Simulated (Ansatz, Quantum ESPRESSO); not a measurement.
# BAs (F-43m): phonons by linear response, part 3 of 4

How does BAs (F-43m) vibrate, and is this structure a minimum?

Quantum ESPRESSO 7.5; DFT LDA, scalar-relativistic, plane waves, PseudoDojo norm-conserving pseudopotentials.

So far, highest frequency (cm⁻¹): step 7 (dispersion) 742. The relaxed cell has a = 4.731 Å (conventional setting).

### 10. Sum rules set otherwise (asr crystal)

The rule can be imposed in more than one way; the choices should agree where the raw error is small.

Contents of dynmat.in:

```
&INPUT
  fildyn = 'x.dyn1'
  asr    = 'crystal'
  fileig = 'dynmat.eig'
  lperm  = .true.
/
```

The run is started by

```
dynmat.x -in dynmat.in > dynmat.out
```

Output:

```text
[banner, memory and clock lines left out]
Program DYNMAT v.7.5

     Reading Dynamical Matrix from file x.dyn1
     ...Force constants read
     ...epsilon and Z* read
     Acoustic Sum Rule: || Z*(ASR) - Z*(orig)|| =    1.053969E-01
     Acoustic Sum Rule: ||dyn(ASR) - dyn(orig)||=    4.645548E-05
     A direction for q was not specified:TO-LO splitting will be absent

     Polarizability (A^3 units)
     multiply by 0.249988 for Clausius-Mossotti correction
        18.959984   -0.000000    0.000000
        -0.000000   18.959984   -0.000000
         0.000000    0.000000   18.959984

     IR activities are in (D/A)^2/amu units

# mode   [cm-1]    [THz]      IR
    1      0.00    0.0000    0.0000
    2      0.00    0.0000    0.0000
    3      0.00    0.0000    0.0000
    4    701.30   21.0243    0.7036
    5    701.30   21.0243    0.7036
    6    701.30   21.0243    0.7036

Electronic dielectric permittivity tensor (relative, adimensional)
        10.000597   -0.000000    0.000000
        -0.000000   10.000597   -0.000000
         0.000000    0.000000   10.000597

 ... with zone-center polar mode contributions
        10.115857    0.000000    0.000000
         0.000000   10.115857    0.000000
         0.000000    0.000000   10.115857
```

The job ended after 0.45 s (1 thread of Arm Neoverse V1, shared host).

Zone-centre frequencies as printed; negative means imaginary. Modes:

```tsv
mode	frequency (cm⁻¹)
1	0
2	0
3	0
4	701.3
5	701.3
6	701.3
```

Against the first rule no mode moves by more than 0.1 cm⁻¹.

### 11. Sum rules set otherwise: a sum rule for molecules or wires on a crystal

This rule also removes rotations, which suits wires and not a crystal; it is tried to see the harm.

Contents of dynmat.in:

```
&INPUT
  fildyn = 'x.dyn1'
  asr    = 'one-dim'
  fileig = 'dynmat.eig'
  lperm  = .true.
/
```

The run is started by

```
dynmat.x -in dynmat.in > dynmat.out
```

Output:

```text
[banner, memory and clock lines left out]
Program DYNMAT v.7.5

     Reading Dynamical Matrix from file x.dyn1
     ...Force constants read
     ...epsilon and Z* read
asr rotation axis in 1D system=    3
     Acoustic Sum Rule: || Z*(ASR) - Z*(orig)|| =    7.663494E-01
     Acoustic Sum Rule: ||dyn(ASR) - dyn(orig)||=    7.033100E-01
     A direction for q was not specified:TO-LO splitting will be absent

     Polarizability (A^3 units)
     multiply by 0.249988 for Clausius-Mossotti correction
        18.959984   -0.000000    0.000000
        -0.000000   18.959984   -0.000000
         0.000000    0.000000   18.959984

     IR activities are in (D/A)^2/amu units

# mode   [cm-1]    [THz]      IR
    1     -0.00   -0.0000    0.0000
    2      0.00    0.0000    0.0000
    3      0.00    0.0000    0.0000
    4      0.00    0.0000    0.0000
    5    701.30   21.0243    0.7036
    6    701.30   21.0243    0.7036

Electronic dielectric permittivity tensor (relative, adimensional)
        10.000597   -0.000000    0.000000
        -0.000000   10.000597   -0.000000
         0.000000    0.000000   10.000597

 ... with zone-center polar mode contributions
        10.058227   -0.057630    0.000000
        -0.057630   10.058227    0.000000
         0.000000    0.000000   10.115857
```

Wall time 0.45 s (1 thread).

The program raised no error, yet the settings are not those of a careful run.

The fault: a sum rule for molecules or wires on a crystal; 1 optical mode is projected out to zero frequency, as if it were a rotation.

For a crystal the rule has to be 'simple' or 'crystal'.

Zone-centre frequencies as printed; negative means imaginary. Modes:

```tsv
mode	frequency (cm⁻¹)
1	0
2	0
3	0
4	0
5	701.3
6	701.3
```

### 12. Modes along a direction of q (1 0 0)

A longitudinal polar mode sets up a macroscopic field that stiffens it; the term hangs on the direction from which q goes to zero.

Contents of dynmat.in:

```
&INPUT
  fildyn = 'x.dyn1'
  asr    = 'simple'
  fileig = 'dynmat.eig'
  q(1)   = 1.0
  q(2)   = 0.0
  q(3)   = 0.0
/
```

The run is started by

```
dynmat.x -in dynmat.in > dynmat.out
```

Output:

```text
[banner, memory and clock lines left out]
Program DYNMAT v.7.5

     Reading Dynamical Matrix from file x.dyn1
     ...Force constants read
     ...epsilon and Z* read

     Polarizability (A^3 units)
     multiply by 0.249988 for Clausius-Mossotti correction
        18.959984   -0.000000    0.000000
        -0.000000   18.959984   -0.000000
         0.000000    0.000000   18.959984

     IR activities are in (D/A)^2/amu units

# mode   [cm-1]    [THz]      IR
    1      0.00    0.0000    0.0000
    2      0.00    0.0000    0.0000
    3      0.00    0.0000    0.0000
    4    701.29   21.0241    0.7036
    5    701.29   21.0241    0.7036
    6    705.32   21.1449    0.7036
```

It took 0.45 s on 1 thread.

Read from the output:

```
highest mode moved by the LO-TO term : 705.3 cm⁻¹
```

Zone-centre frequencies as printed; negative means imaginary. Modes:

```tsv
mode	frequency (cm⁻¹)
1	0
2	0
3	0
4	701.3
5	701.3
6	705.3
```

The field moves one mode, from 701 to 705 cm⁻¹; the others stay.

### 13. The dispersion under another sum rule (asr no)

The sum rule corrects the force constants themselves, so it can shift branches at any wavevector, low ones most.

Contents of matdyn.in:

```
&INPUT
  asr              = 'no'
  flfrc            = 'x.fc'
  flfrq            = 'x.freq'
  flvec            = 'x.modes'
  q_in_band_form   = .true.
  q_in_cryst_coord = .true.
/
8
  0.0000000   0.0000000   0.0000000   8  ! GAMMA
 -0.0000000   0.5000000   0.5000000   8  ! X
 -0.0000000   0.6250000   0.3750000   1  ! U
 -0.3750000   0.3750000   0.0000000   8  ! K
  0.0000000   0.0000000   0.0000000   8  ! GAMMA
 -0.0000000   0.5000000   0.0000000   8  ! L
 -0.2500000   0.5000000   0.2500000   8  ! W
 -0.0000000   0.5000000   0.5000000   1  ! X
```

The run is started by

```
matdyn.x -in matdyn.in > matdyn.out
```

Output:

```text
[banner, memory and clock lines left out]
Program MATDYN v.7.5

 mass for atomic type   1 not given; uses mass from file x.fc
 mass for atomic type   2 not given; uses mass from file x.fc
```

The job ended after 0.47 s (1 thread).

This step gave:

```
lowest frequency on the path : 2.192 cm⁻¹
```

At the labelled points the branches move by no more than 2.3 cm⁻¹.

### 14. A second program

A second program on the same cell, potentials, cutoff and meshes tests the implementation of the phonon response, not its convergence. Its field response is summed in its own way. Its k mesh is centred on Γ.

This step: DFT LDA, scalar-relativistic, plane waves, PseudoDojo norm-conserving pseudopotentials (Ansatz 0.2.0).

Contents of input.yaml:

```yaml
crystal:
  lattice:
    - [-2.365459467, 0.0, 2.365459467]
    - [0.0, 2.365459467, 2.365459467]
    - [-2.365459467, 2.365459467, 0.0]
  atoms:
    - { symbol: B, position: [0.0, 0.0, 0.0] }
    - { symbol: As, position: [0.25, 0.25, 0.25] }
kpoints:
  mp_grid: { grid: [8, 8, 8] }
hamiltonian:
  xc: lda
  pseudopotentials: { kind: nc, accuracy: standard }
scf:
  occupations: { method: fixed }
output:
  eigenvalues: true
basis:
  ecutwfc: 1088.455
phonons:
  method: dfpt
  dielectric: true
  rigid_motions: translations
  qmesh: [4, 4, 4]
  temperatures: { t_max: 1000, t_step: 50 }
  qpath:
    path:
      - [[0.0, 0.0, 0.0], [0.0, 0.5, 0.5], [0.0, 0.625, 0.375]]
      - [[-0.375, 0.375, 0.0], [0.0, 0.0, 0.0], [0.0, 0.5, 0.0], [-0.25, 0.5, 0.25], [0.0, 0.5, 0.5]]
    npoints: 12
```

The run is started by

```
ansatz run input.yaml --threads 4 --pin off --max-ram 8192MiB --backend cpu --events-out ev --progress --plain --runs-dir out
```

Output:

```text
Warning: basis.ecutwfc = 1088.455 eV is below the records' recommended 1088.45545 eV, and the density's cutoff is lower with it unless basis.ecutrho_ratio is high enough to keep the records' density cutoff: compare with a run at a higher cutoff
Warning: phonons: the dynamical matrix that this run interpolates holds no multipole term above the dipole-dipole one, and a site of this crystal is no centre of inversion, so its interpolated transverse optical and acoustic branches and sound speeds can stay off near Gamma, and the density of states and the thermodynamics with them. What a run solves at a wave vector of phonons.qpoints, Gamma apart, where the deck admits one, is free of this, and under fd what a larger phonons.supercell samples
Engine: ansatz 0.2.0, aarch64-unknown-linux-gnu
Pseudopotentials: kind: nc
Pseudopotential: B, nc, valence charge 3, recommended cutoff 1034.032677 eV (normal), B.nc.azcp (PseudoDojo's, or run here from an input of PseudoDojo's; its table is named by hamiltonian.pseudopotentials.accuracy)
Pseudopotential: As, nc, valence charge 15, recommended cutoff 1088.45545 eV (normal), As.nc.azcp (PseudoDojo's, or run here from an input of PseudoDojo's; its table is named by hamiltonian.pseudopotentials.accuracy)
Functional definition: SPW92
  exchange = slater_x
  correlation = pw_c
Crystal: 2 atoms, lattice volume = 26.471 Å³
Basis set: ecut = 1088.455 eV, 2109 PW (Γ), exchange–correlation on 72×72×72 points (8 copies of the dense FFT grid, shifted against one another)
Bands: 13, of which v1, the nominal top of the filled ones, is band 9 counted from 1 (8 counted from 0)
Symmetry: 24 space group operations
k-points: 95 of 512 (irreducible under 4 space group operations, time reversal used)
Non-local potential: B, projectors of the file, l = 0: 2, l = 1: 2
Non-local potential: As, projectors of the file, l = 0: 2, l = 1: 2, l = 2: 2
Initial density: superposition of atomic densities (chi_scale 0.1, normalization cell, long waves kept (reshape's long-wave potential 0.00 eV rms))
Initial wavefunctions: pseudopotential atomic-orbital guess
Functional: x = slater, c = lda
SCF iter   1: F=—  HF=-2965.079659 eV  |F-HF|=—  |Δ(HF+E_count)|=         —  Δρ=8.34e-2  dr2=2.40e0  ethr=3.10e-3  ⟨swp⟩=4.3  Hψ=6384  notcnv=0  defer=163
preconditioner: auto → none  [insulator: Δε(μ)=1.828 eV  Ē_g=12.659 eV  n_scr=8 (ndim 8)  ℏωp=20.4 eV  f_vac=0.000  ε∞_Penn≈3.6]
SCF iter   2: F=—  HF=-2964.328735 eV  |F-HF|=—  |Δ(HF+E_count)|=   7.51e-1  Δρ=2.65e-2  dr2=1.62e-1  ethr=3.10e-3  ⟨swp⟩=3.0  Hψ=2771  notcnv=0  defer=159
SCF iter   3: F=—  HF=-2964.285037 eV  |F-HF|=—  |Δ(HF+E_count)|=   4.37e-2  Δρ=1.11e-2  dr2=2.04e-2  ethr=8.99e-4  ⟨swp⟩=2.5  Hψ=1759  notcnv=0  defer=183
SCF iter   4: F=—  HF=-2964.280423 eV  |F-HF|=—  |Δ(HF+E_count)|=   4.61e-3  Δρ=3.21e-3  dr2=1.72e-3  ethr=1.13e-4  ⟨swp⟩=2.0  Hψ=1470  notcnv=0  defer=179
SCF iter   5: F=—  HF=-2964.280085 eV  |F-HF|=—  |Δ(HF+E_count)|=   3.38e-4  Δρ=3.74e-4  dr2=1.96e-5  ethr=9.53e-6  ⟨swp⟩=2.9  Hψ=1853  notcnv=0  defer=179
SCF iter   6: F=—  HF=-2964.280092 eV  |F-HF|=—  |Δ(HF+E_count)|=   6.68e-6  Δρ=5.56e-5  dr2=4.44e-7  ethr=1.09e-7  ⟨swp⟩=2.0  Hψ=2028  notcnv=0  defer=148
SCF iter   7: F=—  HF=-2964.280089 eV  |F-HF|=—  |Δ(HF+E_count)|=   3.21e-6  Δρ=1.04e-5  dr2=1.50e-8  ethr=2.47e-9  ⟨swp⟩=2.4  Hψ=1862  notcnv=0  defer=88
SCF iter   8: F=—  HF=-2964.280089 eV  |F-HF|=—  |Δ(HF+E_count)|=   5.51e-9  Δρ=1.35e-6  dr2=1.20e-10  ethr=8.33e-11  ⟨swp⟩=2.2  Hψ=1931  notcnv=0  defer=88
SCF iter   9: F=-2964.280089 eV  HF=-2964.280089 eV  |F-HF|=1.82e-12  |Δ(HF+E_count)|=  2.18e-11  Δρ=1.66e-7  dr2=2.56e-12  ethr=1.00e-12  ⟨swp⟩=8.9  Hψ=7241  notcnv=0
SCF 1 converged in 9 iterations: F = -2964.280089 eV  dr2 = 2.56e-12
NSCF: frozen V_eff on 11 k-points
DFPT response loops at Γ: preconditioner auto → none (the input reference at scf.mixing.eps_inf says where Resta's filter doesn't serve); β = 0.50; Broyden in place of MSR1
── the response to a field inside a basis, on 8×8×8 k-points: an SCF that follows is theirs, and a resumed run solves both again ──
Bands: 10, of which v1, the nominal top of the filled ones, is band 9 counted from 1 (8 counted from 0)
k-points: 60 of 512 (irreducible under 6 space group operations, time reversal used)
Initial density: handed on by an earlier stage of this run
Initial wavefunctions: pseudopotential atomic-orbital guess (no wavefunctions were taken with the density)
Eigensolver: Dense (60 Hₖ)
SCF iter   1: F=—  HF=-2964.279151 eV  |F-HF|=—  |Δ(HF+E_count)|=         —  Δρ=1.79e-4  dr2=2.45e-6  ethr=1.00e-1
preconditioner: auto → none  [insulator: Δε(μ)=1.452 eV  Ē_g=9.808 eV  n_scr=8 (ndim 8)  ℏωp=20.4 eV  f_vac=0.000  ε∞_Penn≈5.3]
SCF iter   2: F=—  HF=-2964.279151 eV  |F-HF|=—  |Δ(HF+E_count)|=   2.89e-7  Δρ=8.46e-5  dr2=3.52e-7  ethr=1.36e-8
SCF iter   3: F=-2964.279151 eV  HF=-2964.279151 eV  |F-HF|=1.15e-8  |Δ(HF+E_count)|=   6.17e-8  Δρ=2.33e-5  dr2=3.94e-8  ethr=1.96e-9
SCF 1 converged in 3 iterations: F = -2964.279151 eV  dr2 = 3.94e-8
DFPT response loops at Γ: mixed as the last ones told, above
WARN: field response: ε∞ stands inside a basis, on 8×8×8 points; the force constants stand on the 8×8×8 k-mesh, whose period is 11.39 times the interband length at k = (0.0000, 0.0000, 0.0000), direct gap 3.303 eV, under 14: take them and everything formed from them as unconverged, and compare with a denser kpoints.mp_grid
NSCF: frozen V_eff on 29 k-points
NSCF: frozen V_eff on 576 k-points
DFPT response loops at q = (0, 0, 0.25) (fractional): mixed as the last ones told, above
NSCF: frozen V_eff on 300 k-points
DFPT response loops at q = (0, 0, -0.5) (fractional): preconditioner auto → Resta (q_TF=auto, 2.558 Å⁻¹)  ε∞=7.3 (no band partly filled); β = 1.00, the filter's whole step (`scf.mixing.beta` (0.50) is not read by the response loops at its default; to damp them type it under 1.00, their step now; it binds the ground state too); Broyden in place of MSR1
NSCF: frozen V_eff on 328 k-points
DFPT response loops at q = (0, 0.25, 0.25) (fractional): preconditioner auto → none (the input reference at scf.mixing.eps_inf says where Resta's filter doesn't serve); β = 0.50; Broyden in place of MSR1
NSCF: frozen V_eff on 1024 k-points
DFPT response loops at q = (0, 0.25, -0.5) (fractional): preconditioner auto → Resta (q_TF=auto, 2.558 Å⁻¹)  ε∞=7.3 (no band partly filled); β = 1.00, the filter's whole step (`scf.mixing.beta` (0.50) is not read by the response loops at its default; to damp them type it under 1.00, their step now; it binds the ground state too); Broyden in place of MSR1
NSCF: frozen V_eff on 576 k-points
DFPT response loops at q = (0, 0.25, -0.25) (fractional): mixed as the last ones told, above
NSCF: frozen V_eff on 190 k-points
DFPT response loops at q = (0, -0.5, -0.5) (fractional): mixed as the last ones told, above
NSCF: frozen V_eff on 328 k-points
DFPT response loops at q = (0.25, -0.5, -0.25) (fractional): mixed as the last ones told, above
SCF converged after 9 iterations
Free energy (F): -2964.280089 eV
Harris-Foulkes:  -2964.280089 eV  (|F-HF|=1.82e-12)
Internal energy: -2964.280089 eV  (E = F + TS)
E sigma→0 (E₀):  -2964.280089 eV
Fermi energy:    11.534968 eV
--- Per-component energies (eV) ---
  E_band       = -205.761004
  E_kinetic    = 2127.973999
  E_local      = -2115.816507  (includes V_loc(G=0)·N_el)
  E_nonlocal   = -1384.106281
  E_hartree    = 820.821091
  E_xc         = -670.567646
  E_vxc        = -475.454425  (∫ρ·V_xc dr)
  E_ewald      = -1742.584744
  E_smearing   = -0.000000  (= −TS)
  E_closure    = -0.000000  (closes the sum)
  Σ components = -2964.280089   (vs F -2964.280089, Δ=0.00e0)
--- Band table (eV; the first three rows and the last of 95) ---
  k-point 0: bands = [... 5 lower, -4.1237, 11.5350, 11.5350, 11.5350, 14.8376, 14.8376, 14.8376, 16.5592]
  k-point 1: bands = [... 5 lower, -3.8620, 9.5506, 11.0840, 11.0840, 15.0111, 15.4296, 15.4296, 17.7546]
  k-point 2: bands = [... 5 lower, -3.0990, 6.5221, 10.3568, 10.3568, 14.7314, 16.2390, 16.2390, 19.5654]
  k-point 94: bands = [... 5 lower, 0.1410, 2.9578, 7.3449, 7.3449, 12.8607, 12.9473, 23.0710, 23.0710]
--- Phonons (Γ-DFPT): 2 representative perturbations + reference, on 95 of 512 k-points (Σ response iterations 6) ---
  k mesh reduced under 4 symmetry operations, with k and −k counted as one. Each operation leaves every solved perturbation unchanged. A smaller set is not considered because the run solves the response to a homogeneous field
  ASR residual: 1.456e-4 → 0.000e0 eV/Å²; symmetrization residual: 2.186e-5 eV/Å²
  ASR residual per site (eV/Å²): 1.28e-5 1.46e-4
  Γ frequencies (cm⁻¹): 0.00 0.00 0.00 701.29 701.29 701.29
  ε∞ (high-frequency dielectric tensor):
        9.599666    -0.000000     0.000000
       -0.000000     9.599666    -0.000000
        0.000000    -0.000000     9.599666
  ε⁰ (static dielectric tensor: ions relaxed, cell fixed):
        9.716362    -0.000000     0.000000
       -0.000000     9.716362     0.000000
        0.000000     0.000000     9.716362
  ε⁰ − ε∞ (ionic part):
        0.116696     0.000000    -0.000000
        0.000000     0.116696     0.000000
       -0.000000     0.000000     0.116696
  softest optical mode at Γ: 701.29 cm⁻¹; the repairs (sum rule, projections) moved no ω² at Γ by more than (1.96 cm⁻¹)²
  Born effective charges Z* (e; rows j = field, columns β = displacement):
    site 0:
        -0.54007    0.00000    0.00000
        -0.00000   -0.54007    0.00000
         0.00000   -0.00000   -0.54007
    site 1:
         0.54007   -0.00000   -0.00000
         0.00000    0.54007   -0.00000
        -0.00000    0.00000    0.54007
  Z* charge neutrality: 1.115e-3 e pre-enforcement
  solved inside a basis spanned on kpoints, on 8×8×8 k-points, its susceptibility summed on 12×12×12: ε∞ is read to err by 3.2e-2, Z* by 1.6e-2 e (field_mesh: kpoints solves on kpoints); Z* is corrected for what the basis lacks
  optical modes at Γ without the LO–TO term, one row a degenerate level:
      ω (cm⁻¹)  modes    IR ((D/Å)²/amu)
        701.29      3             2.1369
  optical modes at Γ + LO–TO along q̂ = [1.0000, 0.0000, 0.0000]:
      ω (cm⁻¹)  modes    IR ((D/Å)²/amu)
        701.29      2             1.4246
        705.54      1             0.7123
  optical modes at Γ + LO–TO along q̂ = [0.0000, 1.0000, 0.0000]:
      ω (cm⁻¹)  modes    IR ((D/Å)²/amu)
        701.29      2             1.4246
        705.54      1             0.7123
  optical modes at Γ + LO–TO along q̂ = [0.0000, 0.0000, 1.0000]:
      ω (cm⁻¹)  modes    IR ((D/Å)²/amu)
        701.29      2             1.4246
        705.54      1             0.7123
--- Phonons (arbitrary-q DFPT): 8 irreducible q on the 4×4×4 mesh ---
  q = [0.0000, 0.0000, 0.0000] (star 1, of the zone-centre solve; hermiticity 2.56e-6, symmetrization 1.25e-15): -0.00 0.00 0.00 701.29 701.29 701.29
  q = [0.0000, 0.0000, 0.2500] (star 8, 2 solved perturbations on 288 of 512 k-point pairs; hermiticity 1.98e-6, symmetrization 1.59e-8): 112.15 112.15 223.05 685.08 685.08 709.61
  q = [0.0000, 0.0000, -0.5000] (star 4, 2 solved perturbations on 150 of 512 k-point pairs; hermiticity 3.75e-5, symmetrization 1.00e-5): 138.95 138.95 312.97 678.47 678.47 713.62
  q = [0.0000, 0.2500, 0.2500] (star 6, 4 solved perturbations in 528 linear systems a pass and spin channel, the states on 164 of 512 k-point pairs; hermiticity 1.54e-6, symmetrization 1.68e-7): 151.17 151.17 231.11 664.24 664.24 723.02
  q = [0.0000, 0.2500, -0.5000] (star 24, 4 solved perturbations in 1600 linear systems a pass and spin channel, the states on 512 of 512 k-point pairs; hermiticity 1.42e-6, symmetrization 1.90e-7): 176.39 226.01 284.59 644.91 653.95 721.30
  q = [0.0000, 0.2500, -0.2500] (star 12, 4 solved perturbations in 904 linear systems a pass and spin channel, the states on 288 of 512 k-point pairs; hermiticity 2.59e-5, symmetrization 1.29e-5): 163.16 221.98 259.27 652.67 662.99 712.49
  q = [0.0000, -0.5000, -0.5000] (star 3, 4 solved perturbations in 308 linear systems a pass and spin channel, the states on 95 of 512 k-point pairs; hermiticity 1.35e-6, symmetrization 2.70e-8): 192.65 192.65 321.83 641.84 641.84 741.74
  q = [0.2500, -0.5000, -0.2500] (star 6, 4 solved perturbations in 502 linear systems a pass and spin channel, the states on 164 of 512 k-point pairs; hermiticity 6.78e-5, symmetrization 3.39e-5): 225.61 258.53 267.12 631.31 643.02 718.67
  sum rule: each row above includes the acoustic sum rule's correction from the zone centre's row sums; it moved no ω² by more than (0.73 cm⁻¹)²
  mesh force constants: q→R imaginary residual 1.40e-18; ASR residual 1.456e-4 → 0.000e0 eV/Å²; symmetrization residual 4.441e-15 eV/Å²
  interpolated dispersion: 75 rows × 6 modes
  density of states and harmonic sums: on the 24×24×24 q-mesh, interpolated from the force constants of a 4×4×4 supercell (with the dipole–dipole term)
  largest difference from the sums on the solved wave vectors: F 9.20e-3 eV, S 1.32e-5 and C_V 4.02e-6 eV/K
  zero-point energy: 0.165035 eV/cell   skipped modes (ω ≤ 0): 3   left out of the sums: 3.62e-5 of the cell's modes: C_V's classical limit lies that fraction below 3 k_B per atom; for a crystal, a wire or a layer, F and S can be off by more, and a phonons.interpolated_qmesh denser along its periods is the remedy for the sampling
```

The job ended after 2.3 min (4 threads; peak memory 1.5 GiB; 9 min of CPU time).

This step gave:

```
sum-rule residual before enforcement             : 1.46e-4 eV/Å²
miss of the charge sum rule                      : 0.001115 e
estimated error of the dielectric tensor         : 0.03229
estimated error of the Born charges              : 0.01627 e
lowest frequency on the path                     : 0 cm⁻¹
mean frequency                                   : 443.7 cm⁻¹
Debye temperature (second moment)                : 936 K
logarithmic mean frequency                       : 368.5 cm⁻¹
mean high-frequency dielectric constant          : 9.600
largest Born charge in size (third of the trace) : 0.5401 e
mean static dielectric constant                  : 9.716
highest mode moved by the LO-TO term             : 705.5 cm⁻¹
zero-point energy per atom                       : 82.52 meV
heat capacity at 300 K                           : 16.95 J/(mol atoms K)
```

(Part 3 of 4 ends here.)

[Host names and launcher messages were left out of these logs when they were recorded.]

[Logs are printed without paths, hosts, clocks, repeated set-up lines and the standing remarks that a program may print on its own settings, such as how far it seeks lower states.]

[Hosts, paths, dates, database ids (printed as entryN), source tags and the programs' standing remarks are cut or masked in the printed files.]
